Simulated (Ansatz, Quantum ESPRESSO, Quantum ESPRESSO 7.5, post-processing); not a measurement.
# vacuum gap of 6.0 Å between two Na(110) faces: ballistic transmission

Wanted: the transmission near the Fermi level and the conductance of this junction: vacuum gap of 6.0 Å between two Na(110) faces.

Program: Quantum ESPRESSO 7.5. Level of theory: plane-wave DFT, LDA, GBRV ultrasoft pseudopotentials (cross-check by Ansatz 0.2.0 with PAW datasets). Results are calculated unless marked as measured.

This is a report of a sequence of runs, with most program output left out.

### 1. Starting point

The cell holds 12 atoms: 12 Na. Its edges and angles: a = 4.200 Å, b = 3.637 Å, c = 38.668 Å, α = 90.0°, β = 90.0°, γ = 54.7°. It derives from Na. Regions: left lead, 6 atoms (6 Na); right lead, 6 atoms (6 Na). The structure is stacked along c, and the current runs across the ab planes.

### 2. SCF with pw.x

One periodic cell holds a stretch of lead, the junction and more lead; the atoms stay as built.

Contents of scf.in:

```
&control
  prefix = 'scf'
  outdir = './out'
  pseudo_dir = './pseudo'
  calculation = 'scf'
  tprnfor = .true.
/
&system
  ibrav = 0
  nat = 12
  ntyp = 1
  ecutwfc = 40
  ecutrho = 200
  occupations = 'smearing'
  smearing = 'mv'
  degauss = 0.01
/
&electrons
  conv_thr = 1e-07
  mixing_beta = 0.25
  electron_maxstep = 120
  mixing_mode = 'local-TF'
/
ATOMIC_SPECIES
  Na  22.9898  na_lda_v1.5.uspp.F.UPF
CELL_PARAMETERS angstrom
  4.20000000000000 0.00000000000000 0.00000000000000
  2.10000000000000 2.96984848098350 0.00000000000000
  0.00000000000000 0.00000000000000 38.66833329081850
ATOMIC_POSITIONS crystal
  Na  0.000000000000 0.000000000000 0.000000000000
  Na  0.500000000000 0.000000000000 0.076803115838
  Na  0.000000000000 0.000000000000 0.153606231675
  Na  0.500000000000 0.000000000000 0.230409347513
  Na  0.000000000000 0.000000000000 0.307212463351
  Na  0.500000000000 0.000000000000 0.384015579188
  Na  0.000000000000 0.000000000000 0.539181304974
  Na  0.500000000000 0.000000000000 0.615984420812
  Na  0.000000000000 0.000000000000 0.692787536649
  Na  0.500000000000 0.000000000000 0.769590652487
  Na  0.000000000000 0.000000000000 0.846393768325
  Na  0.500000000000 0.000000000000 0.923196884162
K_POINTS automatic
  7 8 1 0 0 0
```

Run with:

```bash
> OMP_NUM_THREADS=1 mpirun -n 2 pw.x -nk 2 -in scf.in > scf.out
```

Wall time 12 min (2 MPI ranks of Arm Neoverse N1, shared host); peak memory 0.99 GiB; 23 min of CPU time.

Numbers from this step:

```
free energy  : -15531.2976 eV
Fermi energy : 1.121 eV
```

The program's own clock; routines nest. Time by routine:

```tsv
routine	wall time (s)	calls
PWSCF	703	1
electrons	679.5	1
c_bands	575.1	12
cegterg	537.4	180
h_psi	402	719
fftw	362.8	65946
vloc_psi	324.2	719
sum_band	95.25	12
calbec	58.32	959
h_psi:calbec	37.49	719
add_vuspsi	37.38	719
s_psi	37.18	719
init_run	16.65	1
wfcinit	15.92	1
```

The run needed 11 iterations to bring the estimated error under 1e-07 Ry; the largest force on any atom, held or free, is 0.02 eV/Å.

### 3. Transmission with pwcond.x

prefixt takes both regions from one run: the lead from 0 to bdl, the scattering region from bdl to bds (units of alat). ikind = 1 puts the same lead on both sides. The program's T_tot counts both spins in a run without spin; the tables below give T per spin.

Contents of cond.in:

```
&inputcond
  outdir = './out'
  prefixt = 'scf'
  tran_file = 'cond.dat'
  bdl = 1.4142135619
  bds = 9.2067460214
  ikind = 1
  ewind = 4.0
  epsproj = 1e-05
  nz1 = 7
  energy0 = 0.4
  denergy = -0.4
/
31
  0.00000000 0.00000000 0.01000000
  0.00000000 0.10000000 0.02000000
  0.00000000 0.20000000 0.02000000
  0.00000000 0.30000000 0.02000000
  0.00000000 0.40000000 0.02000000
  0.00000000 0.50000000 0.01000000
  0.10000000 0.00000000 0.04000000
  0.10000000 0.20000000 0.04000000
  0.10000000 0.30000000 0.04000000
  0.10000000 0.40000000 0.04000000
  0.10000000 0.50000000 0.04000000
  0.20000000 0.00000000 0.04000000
  0.20000000 0.10000000 0.02000000
  0.20000000 0.30000000 0.04000000
  0.20000000 0.40000000 0.04000000
  0.20000000 0.50000000 0.04000000
  0.20000000 0.60000000 0.02000000
  0.30000000 0.00000000 0.04000000
  0.30000000 0.10000000 0.04000000
  0.30000000 0.40000000 0.04000000
  0.30000000 0.50000000 0.04000000
  0.30000000 0.60000000 0.04000000
  0.40000000 0.00000000 0.04000000
  0.40000000 0.10000000 0.04000000
  0.40000000 0.20000000 0.02000000
  0.40000000 0.50000000 0.04000000
  0.40000000 0.60000000 0.04000000
  0.40000000 0.70000000 0.02000000
  0.50000000 0.00000000 0.02000000
  0.50000000 0.10000000 0.04000000
  0.50000000 0.20000000 0.04000000
3
```

Run with:

```bash
> OMP_NUM_THREADS=1 mpirun -n 2 pwcond.x -in cond.in > cond.out
```

Wall time 9.6 min (2 MPI ranks); peak memory 0.26 GiB; 19 min of CPU time.

This step gave:

* lead channels at the Fermi level, one spin: 0.9100
* transmission at the Fermi level, one spin: 0.1242
* conductance: 0.1242 G₀

Per spin; mean over the k mesh across the current. Table of open channels, zone mean by energy, zero at the Fermi level:

```tsv
energy (eV)	open channels, zone mean
-0.400	0.69
0.000	0.91
0.400	0.95
```

Per spin; mean over the k mesh across the current. The transmission, zone mean by energy, zero at the Fermi level:

```tsv
energy (eV)	transmission, zone mean
-0.400	0.0746
0.000	0.124
0.400	0.197
```

At 0.000 eV; k in fractions of b1, b2. Transmission by k point:

```tsv
k1	k2	weight	t	channels
0	0	0.01	0.5473	1
0	0.1	0.02	0.4632	1
0	0.2	0.02	0.2681	1
0	0.3	0.02	0.09537	1
0	0.4	0.02	0.01617	1
0	0.5	0.01	0	0
0.1	0	0.04	0.4835	1
0.1	0.2	0.04	0.337	1
0.1	0.3	0.04	0.1557	1
0.1	0.4	0.04	0.03961	1
0.1	0.5	0.04	0	0
0.2	0	0.04	0.3218	1
0.2	0.1	0.02	0.3871	1
0.2	0.3	0.04	0.1834	1
0.2	0.4	0.04	0.06616	1
0.2	0.5	0.04	0.0067	1
0.2	0.6	0.02	0	0
0.3	0	0.04	0.1559	1
0.3	0.1	0.04	0.2339	1
0.3	0.4	0.04	0.06989	1
0.3	0.5	0.04	0.01278	1
0.3	0.6	0.04	0	0
0.4	0	0.04	0.05041	1
0.4	0.1	0.04	0.09545	1
0.4	0.2	0.02	0.1172	1
0.4	0.5	0.04	0.0119	1
0.4	0.6	0.04	0.001635	1
0.4	0.7	0.02	0.006523	1
0.5	0	0.02	0.005129	2
0.5	0.1	0.04	0.02307	1
0.5	0.2	0.04	0.03957	1
```

The program's own clock; routines nest. Time by routine:

```tsv
routine	wall time (s)	calls
PWCOND	574.5	1
scatter_forw	460.3	186
local	77.09	31
compbs	31.72	93
compbs_2	27.01	93
init	1.13	1
poten	0.12	1
```

At no point does T exceed the number of channels.

### 4. The open system, with nz1 = 3

A sensitivity test on the input.

cond.w.in, as its differences from the input of step 3:

```diff
@@ -3,3 +3,3 @@
   prefixt = 'scf'
-  tran_file = 'cond.dat'
+  tran_file = 'cond.w.dat'
   bdl = 1.4142135619
@@ -9,3 +9,3 @@
   epsproj = 1e-05
-  nz1 = 7
+  nz1 = 3
   energy0 = 0.4
```

Run with:

```bash
> OMP_NUM_THREADS=1 mpirun -n 2 pwcond.x -in cond.w.in > cond.w.out
```

Elapsed: 8.7 min, on 2 MPI ranks; peak memory 0.26 GiB.

The changed values were drawn from a wide range, not chosen for quality; the comparison shows what they did here together.

Beside the run it was changed from:

```tsv
quantity	this run	unchanged run	difference
transmission at the Fermi level, one spin	0.1242	0.1242	-6.0e-6
lead channels at the Fermi level, one spin	0.9100	0.9100	0
wall time (s)	521	575
```

Over all energies T moves by up to 0.0012, at -0.4 eV.

The physical values in this table stay within 0.05 %.

### 5. The same in Ansatz

As a check, the same structure is run in Ansatz.

Level of this step: plane-wave DFT, LDA, Ansatz PAW (Ansatz 0.2.0).

Contents of input.yaml:

```yaml
crystal:
  lattice:
    - [4.2, 0.0, 0.0]
    - [2.1, 2.969848481, 0.0]
    - [0.0, 0.0, 38.6683332908]
  atoms:
    - { symbol: Na, position: [0.0, 0.0, 0.0] }
    - { symbol: Na, position: [0.5, 0.0, 0.0768031158] }
    - { symbol: Na, position: [0.0, 0.0, 0.1536062317] }
    - { symbol: Na, position: [0.5, 0.0, 0.2304093475] }
    - { symbol: Na, position: [0.0, 0.0, 0.3072124634] }
    - { symbol: Na, position: [0.5, 0.0, 0.3840155792] }
    - { symbol: Na, position: [0.0, 0.0, 0.539181305] }
    - { symbol: Na, position: [0.5, 0.0, 0.6159844208] }
    - { symbol: Na, position: [0.0, 0.0, 0.6927875366] }
    - { symbol: Na, position: [0.5, 0.0, 0.7695906525] }
    - { symbol: Na, position: [0.0, 0.0, 0.8463937683] }
    - { symbol: Na, position: [0.5, 0.0, 0.9231968842] }
kpoints:
  mp_grid: { grid: [7, 8, 1] }
hamiltonian:
  xc: lda
scf:
  occupations: { method: fermi_dirac, width: 0.1 }
  convergence: { dr2_threshold: 1.0e-08 }
output:
  transmission: { leads: [[0, 2]], e_range: [-0.4, 0.4], de: 0.4, kmesh: [10, 10] }
  write_potential: true
  write_density: true
  volumetric_format: npy
  elf: true
```

Run with:

```bash
> ansatz run input.yaml --threads 2 --pin off --max-ram 4096MiB --backend cpu --events-out ev --progress --plain --runs-dir out
```

Run time: 4.2 min. Hardware: 2 threads; peak memory 1 GiB; 7.2 min of CPU time.

Numbers from this step:

```
free energy                                  : -17598.9100 eV
energy at zero smearing                      : -17598.8114 eV
smearing term TS                             : 0.1971 eV
Fermi energy                                 : 1.252 eV
symmetry operations                          : 4
transmission at the Fermi level, one spin    : 0.1259
lead channels at the Fermi level, one spin   : 0.91
step of the lead's Hamiltonian over a period : 5.7 meV
```

Per spin; mean over the k mesh across the current. The transmission, zone mean by energy, zero at the Fermi level:

```tsv
energy (eV)	transmission, zone mean
-0.400	0.0779
0.000	0.126
0.400	0.199
```

Per spin; mean over the k mesh across the current. Table of open channels, zone mean by energy, zero at the Fermi level:

```tsv
energy (eV)	open channels, zone mean
-0.400	0.73
0.000	0.91
0.400	0.95
```

Valence density in the ca plane at fractional y = 0.000, with atoms of Na within 0.2 Å of it. It is the smooth field of the valence electrons, not physical close to the nuclei.

Ten steps, logarithmic in the rise over the least value, from '0' (0 e/Å³) to '9' (18 e/Å³), each cell a mean:
```
48962000000000000000000027984000000000001698
14420000000000000000000003431000000000000244
00000000000000000000000000000000000000000000
00000000145300000000000000000000035410000000
00000000489720000000000000000000269840000000
00000000599820000000000000000000279951000000
00000000267510000000000000000000157630000000
00000000012100000000000000000000012100000000
02210000000000000000000001210000000000000122
36751000000000000000000015762000000000001477
59972000000000000000000028995100000000002799
```
Columns run along c (16.0 Å, from fractional 0.29 to 0.71 of the cell), rows up along a (4.2 Å). Atoms in or near the plane, at fractional coordinates: Na at (0.31, 0.00), Na at (0.38, 0.50), Na at (0.54, 0.00), Na at (0.62, 0.50), Na at (0.69, 0.00).

Electrostatic potential energy in the ca plane at fractional y = 0.000, with atoms of Na within 0.2 Å of it. With pseudopotentials it is smooth inside the atoms' cores, unlike the true potential.

Values in eV, 6 rows by 16 columns, each cell a mean:
```
-28 -13   3   3   3   4   4   4   0 -32  -8   3   3   3  -1 -34
  0   1   2  -3   0   3   4   4   3   0   2   2  -4   1   2   0
  3   3   0 -43 -16   3   4   4   4   3   3  -1 -47 -10   3   3
  3   3   1 -30 -11   3   4   4   4   3   3   0 -33  -6   3   3
 -3  -1   2   0   1   4   4   4   2  -4   0   2   0   2   2  -4
-39 -19   3   3   4   4   4   4  -1 -44 -13   3   3   3  -2 -48
```
Columns run along c (16.0 Å, from fractional 0.29 to 0.71 of the cell; values clipped at the 3rd and 97th percentile), rows up along a (4.2 Å). Atoms in or near the plane, at fractional coordinates: Na at (0.31, 0.00), Na at (0.38, 0.50), Na at (0.54, 0.00), Na at (0.62, 0.50), Na at (0.69, 0.00).

Ansatz finds T = 0.126 against pwcond's 0.124.

### 6. All levels side by side

All levels:

```tsv
step	T at the Fermi level (per spin)	conductance (G0)	r.m.s. T(E) from the first	CPU time of the step (s)	peak memory (GiB)
Ansatz	0.1259	-	0	431.4	1.022
pwcond	0.1242	0.1242	0.002462	1150	0.26
pwcond, changed setting	0.1242	0.1242	0.002026	1042	0.26
```

Per spin; mean over the k mesh across the current. Transmission, zone mean against energy, zero at the Fermi level:

```tsv
energy (eV)	Ansatz	pwcond	pwcond, changed setting
-0.400	0.0779	0.0746	0.0758
0.000	0.126	0.124	0.124
0.400	0.199	0.197	0.197
```

### 7. Worked from the printed numbers

The Landauer sum over the mesh, Σ w T = 0.0400 × 0.484 + 0.0400 × 0.337 + 0.0400 × 0.322 + … = 0.1242.

G = 0.124 × 77.48 µS = 9.62 µS a cell. Times the area of 12.473 Å², the resistance-area product is A/G = 13.0 fΩ m², the leads' contact resistance included.

Free electrons at 1 an atom (2 atoms in 74.1 Å³) have k_F = 0.928 1/Å and offer A k_F²/4π = 0.85 channels per spin; the lead has 0.91 on this mesh.

### 8. Outcome

```yaml
conductance_from_t_at_the_fermi_level_a_cell: 0.124 G₀
conductance_per_area: 77.1 S/μm²
lead_channels_per_spin: 0.91
the_same_conductance_by_ansatz: 0.126 G₀
```

In words: The junction conducts 0.124 G₀ a cell at the Fermi level (LDA, GBRV ultrasoft). At the Fermi level the junction passes 14 % of what the leads offer. At the Fermi level pwcond and Ansatz differ by 1.3 %, a close match. Points with over 2.5 times the mean carry 55 % of T, so the mean leans on few points, and the mesh was not tested. Over -0.4 to 0.4 eV, T lies between 0.075 and 0.20 per spin. The geometry is as built, not relaxed, and the leads are short. Semilocal functionals lack the image potential in a vacuum gap.

[Logs are printed without paths, hosts, clocks, repeated set-up lines and the standing remarks that a program may print on its own settings, such as how far it seeks lower states.]

[Hosts, paths, dates, database ids (printed as entryN), source tags and the programs' standing remarks are cut or masked in the printed files.]

[Maps of the electrostatic potential energy from Ansatz leave out the sawtooth potential of an applied field or a dipole correction, so their vacuum need not be flat; planar profiles and work functions include it.]
